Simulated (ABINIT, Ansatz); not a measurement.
# KBeI3 (Pm-3m): zone-centre phonons, part 3 of 5

Wanted: the vibrations of KBeI3 (Pm-3m) at Γ, by two programs.

ABINIT 10.8.3; DFT PBEsol, scalar-relativistic, plane waves, PseudoDojo norm-conserving pseudopotentials.

So far. Step 2 (Relaxation): The volume changes by +0.3 % from the cell with which this run began. Step 4 (Linear response at Γ): The acoustic modes at Γ come out as far as 3.1 cm⁻¹ from zero, where they should vanish, a small numerical error. The lowest optical mode is imaginary, 272i cm⁻¹, an instability at this level and on this k mesh. The relaxed cell has a = 5.413 Å (conventional setting).

The structure was built from a prototype and need not be the compound's stable phase.

## 5. Zone-centre analysis

anaddb reads the merged derivatives and imposes the acoustic sum rule.

File anaddb.abi:

```
ddb_filepath "gamma_DDB"
output_file "anaddb.abo"
outdata_prefix "anaddb"
asr 1
chneut 1
enunit 2
eivec 1
nph1l 1
qph1l 0.0 0.0 0.0 1.0
```

File mrgddb.in:

```
gamma_DDB
merged
2
dfpt_gammao_DDB
gso_DDB
```

Launch:

```
$ mrgddb < mrgddb.in > mrgddb.log
$ OMP_NUM_THREADS=1 anaddb anaddb.abi > anaddb.log
```

anaddb.abo, the main output file:

```text
-outvars_anaddb: echo values of input variables ----------------------

 Miscellaneous information :
      enunit         2
       eivec         1
         asr         1
 First list of wavevector (reduced coord.) :
       nph1l         1
       qph1l
                     0.00000000E+00  0.00000000E+00  0.00000000E+00    1.000E+00

================================================================================

 read the DDB information and perform some checks

  ==== Info on the Cryst% object ====
 Real(R)+Recip(G) space primitive vectors, cartesian coordinates (Bohr,Bohr^-1):
 R(1)= 10.2297810  0.0000000  0.0000000  G(1)=  0.0977538  0.0000000  0.0000000
 R(2)=  0.0000000 10.2297810  0.0000000  G(2)=  0.0000000  0.0977538  0.0000000
 R(3)=  0.0000000  0.0000000 10.2297810  G(3)=  0.0000000  0.0000000  0.0977538
 Unit cell volume ucvol=  1.0705304E+03 bohr^3
 Angles (23,13,12)=  9.00000000E+01  9.00000000E+01  9.00000000E+01 degrees
 Time-reversal symmetry is present
 Reduced atomic positions [iatom, xred, symbol]:
    1)    0.0000000  0.0000000  0.0000000   K
    2)    0.5000000  0.5000000  0.5000000  Be
    3)    0.5000000  0.5000000  0.0000000   I
    4)    0.5000000  0.0000000  0.5000000   I
    5)    0.0000000  0.5000000  0.5000000   I

 DDB file with 3 blocks has been read.

================================================================================

 Treat the first list of vectors

  Phonon wavevector (reduced coordinates) :  0.00000  0.00000  0.00000
 Phonon energies in Hartree :
  -1.232756E-03 -1.232756E-03 -1.232756E-03  0.000000E+00  0.000000E+00
   0.000000E+00  1.698285E-04  1.698285E-04  1.698285E-04  2.378301E-04
   2.378301E-04  2.378301E-04  3.861750E-04  3.861750E-04  3.861750E-04
 Phonon energies in meV     :
- -3.354499E+01 -3.354499E+01 -3.354499E+01  0.000000E+00  0.000000E+00
-  0.000000E+00  4.621268E+00  4.621268E+00  4.621268E+00  6.471688E+00
-  6.471688E+00  6.471688E+00  1.050836E+01  1.050836E+01  1.050836E+01
 Phonon frequencies in cm-1    :
- -2.705586E+02 -2.705586E+02 -2.705586E+02  0.000000E+00  0.000000E+00
-  0.000000E+00  3.727304E+01  3.727304E+01  3.727304E+01  5.219768E+01
-  5.219768E+01  5.219768E+01  8.475561E+01  8.475561E+01  8.475561E+01
 Phonon frequencies in Thz     :
- -8.111142E+00 -8.111142E+00 -8.111142E+00  0.000000E+00  0.000000E+00
-  0.000000E+00  1.117418E+00  1.117418E+00  1.117418E+00  1.564847E+00
-  1.564847E+00  1.564847E+00  2.540909E+00  2.540909E+00  2.540909E+00
 Phonon energies in Kelvin  :
- -3.892734E+02 -3.892734E+02 -3.892734E+02  0.000000E+00  0.000000E+00
-  0.000000E+00  5.362759E+01  5.362759E+01  5.362759E+01  7.510082E+01
-  7.510082E+01  7.510082E+01  1.219444E+02  1.219444E+02  1.219444E+02

 Eigendisplacements
 (will be given, for each mode : in cartesian coordinates
   for each atom the real part of the displacement vector,
   then the imaginary part of the displacement vector - absolute values smaller than 1.0d-7 are set to zero)
  Mode number    1   Energy   -1.232756E-03
 Attention : low frequency mode.
   (Could be unstable or acoustic mode)
-  1  0.00000000E+00  0.00000000E+00  2.32395841E-05
-     0.00000000E+00  0.00000000E+00  0.00000000E+00
-  2  0.00000000E+00  0.00000000E+00  7.67029422E-03
-     0.00000000E+00  0.00000000E+00  0.00000000E+00
-  3  0.00000000E+00  0.00000000E+00 -3.53293668E-04
-     0.00000000E+00  0.00000000E+00  0.00000000E+00
-  4  0.00000000E+00  0.00000000E+00 -9.92786054E-05
-     0.00000000E+00  0.00000000E+00  0.00000000E+00
-  5  0.00000000E+00  0.00000000E+00 -9.92786054E-05
-     0.00000000E+00  0.00000000E+00  0.00000000E+00
  Mode number    2   Energy   -1.232756E-03
 Attention : low frequency mode.
   (Could be unstable or acoustic mode)
-  1  0.00000000E+00 -2.32395841E-05  0.00000000E+00
-     0.00000000E+00  0.00000000E+00  0.00000000E+00
-  2  0.00000000E+00 -7.67029422E-03  0.00000000E+00
-     0.00000000E+00  0.00000000E+00  0.00000000E+00
-  3  0.00000000E+00  9.92786054E-05  0.00000000E+00
-     0.00000000E+00  0.00000000E+00  0.00000000E+00
-  4  0.00000000E+00  3.53293668E-04  0.00000000E+00
-     0.00000000E+00  0.00000000E+00  0.00000000E+00
-  5  0.00000000E+00  9.92786054E-05  0.00000000E+00
-     0.00000000E+00  0.00000000E+00  0.00000000E+00
  Mode number    3   Energy   -1.232756E-03
 Attention : low frequency mode.
   (Could be unstable or acoustic mode)
-  1  2.32395841E-05  0.00000000E+00  0.00000000E+00
-     0.00000000E+00  0.00000000E+00  0.00000000E+00
-  2  7.67029422E-03  0.00000000E+00  0.00000000E+00
-     0.00000000E+00  0.00000000E+00  0.00000000E+00
-  3 -9.92786054E-05  0.00000000E+00  0.00000000E+00
-     0.00000000E+00  0.00000000E+00  0.00000000E+00
-  4 -9.92786054E-05  0.00000000E+00  0.00000000E+00
-     0.00000000E+00  0.00000000E+00  0.00000000E+00
-  5 -3.53293668E-04  0.00000000E+00  0.00000000E+00
-     0.00000000E+00  0.00000000E+00  0.00000000E+00
  Mode number    4   Energy    0.000000E+00
 Attention : low frequency mode.
   (Could be unstable or acoustic mode)
-  1  0.00000000E+00  0.00000000E+00  1.13107668E-03
-     0.00000000E+00  0.00000000E+00  0.00000000E+00
-  2  0.00000000E+00  0.00000000E+00  1.13101781E-03
-     0.00000000E+00  0.00000000E+00  0.00000000E+00
-  3  0.00000000E+00  0.00000000E+00  1.13107190E-03
-     0.00000000E+00  0.00000000E+00  0.00000000E+00
-  4  0.00000000E+00  0.00000000E+00  1.13103017E-03
-     0.00000000E+00  0.00000000E+00  0.00000000E+00
-  5  0.00000000E+00  0.00000000E+00  1.13103017E-03
-     0.00000000E+00  0.00000000E+00  0.00000000E+00
  Mode number    5   Energy    0.000000E+00
 Attention : low frequency mode.
   (Could be unstable or acoustic mode)
-  1  0.00000000E+00  1.13107668E-03  0.00000000E+00
-     0.00000000E+00  0.00000000E+00  0.00000000E+00
-  2  0.00000000E+00  1.13101781E-03  0.00000000E+00
-     0.00000000E+00  0.00000000E+00  0.00000000E+00
-  3  0.00000000E+00  1.13103017E-03  0.00000000E+00
-     0.00000000E+00  0.00000000E+00  0.00000000E+00
-  4  0.00000000E+00  1.13107190E-03  0.00000000E+00
-     0.00000000E+00  0.00000000E+00  0.00000000E+00
-  5  0.00000000E+00  1.13103017E-03  0.00000000E+00
-     0.00000000E+00  0.00000000E+00  0.00000000E+00
  Mode number    6   Energy    0.000000E+00
 Attention : low frequency mode.
   (Could be unstable or acoustic mode)
-  1  1.13107668E-03  0.00000000E+00  0.00000000E+00
-     0.00000000E+00  0.00000000E+00  0.00000000E+00
-  2  1.13101781E-03  0.00000000E+00  0.00000000E+00
-     0.00000000E+00  0.00000000E+00  0.00000000E+00
-  3  1.13103017E-03  0.00000000E+00  0.00000000E+00
-     0.00000000E+00  0.00000000E+00  0.00000000E+00
-  4  1.13103017E-03  0.00000000E+00  0.00000000E+00
-     0.00000000E+00  0.00000000E+00  0.00000000E+00
-  5  1.13107190E-03  0.00000000E+00  0.00000000E+00
-     0.00000000E+00  0.00000000E+00  0.00000000E+00
  Mode number    7   Energy    1.698285E-04
-  1  0.00000000E+00  0.00000000E+00  0.00000000E+00
-     0.00000000E+00  0.00000000E+00  0.00000000E+00
-  2  0.00000000E+00  0.00000000E+00  0.00000000E+00
-     0.00000000E+00  0.00000000E+00  0.00000000E+00
-  3  0.00000000E+00  0.00000000E+00  0.00000000E+00
-     0.00000000E+00  0.00000000E+00  0.00000000E+00
-  4  0.00000000E+00  0.00000000E+00 -1.47016639E-03
-     0.00000000E+00  0.00000000E+00  0.00000000E+00
-  5  0.00000000E+00  0.00000000E+00  1.47016639E-03
-     0.00000000E+00  0.00000000E+00  0.00000000E+00
  Mode number    8   Energy    1.698285E-04
-  1  0.00000000E+00  0.00000000E+00  0.00000000E+00
-     0.00000000E+00  0.00000000E+00  0.00000000E+00
-  2  0.00000000E+00  0.00000000E+00  0.00000000E+00
-     0.00000000E+00  0.00000000E+00  0.00000000E+00
-  3  0.00000000E+00  1.47016639E-03  0.00000000E+00
-     0.00000000E+00  0.00000000E+00  0.00000000E+00
-  4  0.00000000E+00  0.00000000E+00  0.00000000E+00
-     0.00000000E+00  0.00000000E+00  0.00000000E+00
-  5  0.00000000E+00 -1.47016639E-03  0.00000000E+00
-     0.00000000E+00  0.00000000E+00  0.00000000E+00
  Mode number    9   Energy    1.698285E-04
-  1  0.00000000E+00  0.00000000E+00  0.00000000E+00
-     0.00000000E+00  0.00000000E+00  0.00000000E+00
-  2  0.00000000E+00  0.00000000E+00  0.00000000E+00
-     0.00000000E+00  0.00000000E+00  0.00000000E+00
-  3  1.47016639E-03  0.00000000E+00  0.00000000E+00
-     0.00000000E+00  0.00000000E+00  0.00000000E+00
-  4 -1.47016639E-03  0.00000000E+00  0.00000000E+00
-     0.00000000E+00  0.00000000E+00  0.00000000E+00
-  5  0.00000000E+00  0.00000000E+00  0.00000000E+00
-     0.00000000E+00  0.00000000E+00  0.00000000E+00
  Mode number   10   Energy    2.378301E-04
-  1  0.00000000E+00  0.00000000E+00 -3.54979514E-03
-     0.00000000E+00  0.00000000E+00  0.00000000E+00
-  2  0.00000000E+00  0.00000000E+00  4.89161851E-04
-     0.00000000E+00  0.00000000E+00  0.00000000E+00
-  3  0.00000000E+00  0.00000000E+00  5.35021590E-04
-     0.00000000E+00  0.00000000E+00  0.00000000E+00
-  4  0.00000000E+00  0.00000000E+00  2.61965393E-04
-     0.00000000E+00  0.00000000E+00  0.00000000E+00
-  5  0.00000000E+00  0.00000000E+00  2.61965393E-04
-     0.00000000E+00  0.00000000E+00  0.00000000E+00
  Mode number   11   Energy    2.378301E-04
-  1  0.00000000E+00 -3.54979514E-03  0.00000000E+00
-     0.00000000E+00  0.00000000E+00  0.00000000E+00
-  2  0.00000000E+00  4.89161851E-04  0.00000000E+00
-     0.00000000E+00  0.00000000E+00  0.00000000E+00
-  3  0.00000000E+00  2.61965393E-04  0.00000000E+00
-     0.00000000E+00  0.00000000E+00  0.00000000E+00
-  4  0.00000000E+00  5.35021590E-04  0.00000000E+00
-     0.00000000E+00  0.00000000E+00  0.00000000E+00
-  5  0.00000000E+00  2.61965393E-04  0.00000000E+00
-     0.00000000E+00  0.00000000E+00  0.00000000E+00
  Mode number   12   Energy    2.378301E-04
-  1  3.54979514E-03  0.00000000E+00  0.00000000E+00
-     0.00000000E+00  0.00000000E+00  0.00000000E+00
-  2 -4.89161851E-04  0.00000000E+00  0.00000000E+00
-     0.00000000E+00  0.00000000E+00  0.00000000E+00
-  3 -2.61965393E-04  0.00000000E+00  0.00000000E+00
-     0.00000000E+00  0.00000000E+00  0.00000000E+00
-  4 -2.61965393E-04  0.00000000E+00  0.00000000E+00
-     0.00000000E+00  0.00000000E+00  0.00000000E+00
-  5 -5.35021590E-04  0.00000000E+00  0.00000000E+00
-     0.00000000E+00  0.00000000E+00  0.00000000E+00
  Mode number   13   Energy    3.861750E-04
-  1  0.00000000E+00  0.00000000E+00  3.87126171E-04
-     0.00000000E+00  0.00000000E+00  0.00000000E+00
-  2  0.00000000E+00  0.00000000E+00  7.20442221E-04
-     0.00000000E+00  0.00000000E+00  0.00000000E+00
-  3  0.00000000E+00  0.00000000E+00  1.62246426E-03
-     0.00000000E+00  0.00000000E+00  0.00000000E+00
-  4  0.00000000E+00  0.00000000E+00 -8.96480822E-04
-     0.00000000E+00  0.00000000E+00  0.00000000E+00
-  5  0.00000000E+00  0.00000000E+00 -8.96480822E-04
-     0.00000000E+00  0.00000000E+00  0.00000000E+00
  Mode number   14   Energy    3.861750E-04
-  1  0.00000000E+00 -3.87126171E-04  0.00000000E+00
-     0.00000000E+00  0.00000000E+00  0.00000000E+00
-  2  0.00000000E+00 -7.20442221E-04  0.00000000E+00
-     0.00000000E+00  0.00000000E+00  0.00000000E+00
-  3  0.00000000E+00  8.96480822E-04  0.00000000E+00
-     0.00000000E+00  0.00000000E+00  0.00000000E+00
-  4  0.00000000E+00 -1.62246426E-03  0.00000000E+00
-     0.00000000E+00  0.00000000E+00  0.00000000E+00
-  5  0.00000000E+00  8.96480822E-04  0.00000000E+00
-     0.00000000E+00  0.00000000E+00  0.00000000E+00
  Mode number   15   Energy    3.861750E-04
-  1  3.87126171E-04  0.00000000E+00  0.00000000E+00
-     0.00000000E+00  0.00000000E+00  0.00000000E+00
-  2  7.20442221E-04  0.00000000E+00  0.00000000E+00
-     0.00000000E+00  0.00000000E+00  0.00000000E+00
-  3 -8.96480822E-04  0.00000000E+00  0.00000000E+00
-     0.00000000E+00  0.00000000E+00  0.00000000E+00
-  4 -8.96480822E-04  0.00000000E+00  0.00000000E+00
-     0.00000000E+00  0.00000000E+00  0.00000000E+00
-  5  1.62246426E-03  0.00000000E+00  0.00000000E+00
-     0.00000000E+00  0.00000000E+00  0.00000000E+00

 Analysis of degeneracies and characters (maximum tolerance=1.00E-06 a.u.)
 For each vibration mode, or group of modes if degenerate,
 the characters are given for each symmetry operation (see the list in the log file).
 Symmetry characters of vibration mode #   1
       degenerate with vibration modes #   2 to    3
  3.0 -3.0 -1.0  1.0 -1.0  1.0 -1.0  1.0  1.0 -1.0 -1.0  1.0  1.0 -1.0 -1.0  1.0
 -0.0  0.0 -0.0  0.0  0.0 -0.0  0.0 -0.0  1.0 -1.0 -1.0  1.0 -1.0  1.0  1.0 -1.0
 -0.0  0.0  0.0 -0.0  0.0 -0.0 -0.0  0.0  1.0 -1.0  1.0 -1.0 -1.0  1.0 -1.0  1.0
 Symmetry characters of vibration mode #   4
       degenerate with vibration modes #   5 to    6
  3.0 -3.0 -1.0  1.0 -1.0  1.0 -1.0  1.0  1.0 -1.0 -1.0  1.0  1.0 -1.0 -1.0  1.0
  0.0 -0.0  0.0 -0.0 -0.0  0.0 -0.0  0.0  1.0 -1.0 -1.0  1.0 -1.0  1.0  1.0 -1.0
  0.0 -0.0 -0.0  0.0 -0.0  0.0  0.0 -0.0  1.0 -1.0  1.0 -1.0 -1.0  1.0 -1.0  1.0
 Symmetry characters of vibration mode #   7
       degenerate with vibration modes #   8 to    9
  3.0 -3.0 -1.0  1.0 -1.0  1.0 -1.0  1.0 -1.0  1.0  1.0 -1.0 -1.0  1.0  1.0 -1.0
  0.0 -0.0 -0.0  0.0 -0.0  0.0  0.0 -0.0 -1.0  1.0  1.0 -1.0  1.0 -1.0 -1.0  1.0
  0.0 -0.0 -0.0  0.0  0.0 -0.0 -0.0  0.0 -1.0  1.0 -1.0  1.0  1.0 -1.0  1.0 -1.0
 Symmetry characters of vibration mode #  10
       degenerate with vibration modes #  11 to   12
  3.0 -3.0 -1.0  1.0 -1.0  1.0 -1.0  1.0  1.0 -1.0 -1.0  1.0  1.0 -1.0 -1.0  1.0
 -0.0  0.0 -0.0  0.0  0.0 -0.0  0.0 -0.0  1.0 -1.0 -1.0  1.0 -1.0  1.0  1.0 -1.0
 -0.0  0.0  0.0 -0.0  0.0 -0.0 -0.0  0.0  1.0 -1.0  1.0 -1.0 -1.0  1.0 -1.0  1.0
 Symmetry characters of vibration mode #  13
       degenerate with vibration modes #  14 to   15
  3.0 -3.0 -1.0  1.0 -1.0  1.0 -1.0  1.0  1.0 -1.0 -1.0  1.0  1.0 -1.0 -1.0  1.0
  0.0 -0.0  0.0 -0.0 -0.0  0.0 -0.0  0.0  1.0 -1.0 -1.0  1.0 -1.0  1.0  1.0 -1.0
  0.0 -0.0 -0.0  0.0 -0.0  0.0  0.0 -0.0  1.0 -1.0  1.0 -1.0 -1.0  1.0 -1.0  1.0
-
```

Run time: 0.49 s. Hardware: 1 thread of Arm Neoverse V1, shared host.

Read from the output:

```
highest optical zone-centre mode (no LO-TO term) : 84.76 cm⁻¹
lowest optical zone-centre mode                  : -270.6 cm⁻¹
```

No LO-TO term; unit eigenvectors of the mass-weighted matrix, from anaddb's displacements. The modes at Γ (shares of kinetic energy by element, %) (negative means imaginary):

```csv
mode,frequency (cm⁻¹),symmetry,K %,Be %,I %
1,-270.6,T1u,0,97,3
2,-270.6,T1u,0,97,3
3,-270.6,T1u,0,97,3
4,0.0,acoustic,9,2,89
5,0.0,acoustic,9,2,89
6,0.0,acoustic,9,2,89
7,37.3,T2u,0,0,100
8,37.3,T2u,0,0,100
9,37.3,T2u,0,0,100
10,52.2,T1u,90,0,10
11,52.2,T1u,90,0,10
12,52.2,T1u,90,0,10
13,84.8,T1u,1,1,98
14,84.8,T1u,1,1,98
15,84.8,T1u,1,1,98
```

Displacements in mode 1 (-270.6 cm⁻¹), the largest set to 1:
```
K1   0.00  0.00  0.00
Be2  0.00  0.00  1.00
I3   0.00  0.00 -0.05
I4   0.00  0.00 -0.01
I5   0.00  0.00 -0.01
```

Displacements in mode 10 (52.2 cm⁻¹), the largest set to 1:
```
K1   0.00  0.00 -1.00
Be2  0.00  0.00  0.14
I3   0.00  0.00  0.15
I4   0.00  0.00  0.07
I5   0.00  0.00  0.07
```

The rule also moves an optical mode by 1.7 cm⁻¹.

(Part 3 of 5 ends here.)

[Host names and launcher messages were left out of these logs when they were recorded.]

[Logs are printed without paths, hosts, clocks, repeated set-up lines and the standing remarks that a program may print on its own settings, such as how far it seeks lower states.]

[Hosts, paths, dates, database ids (printed as entryN), source tags and the programs' standing remarks are cut or masked in the printed files.]
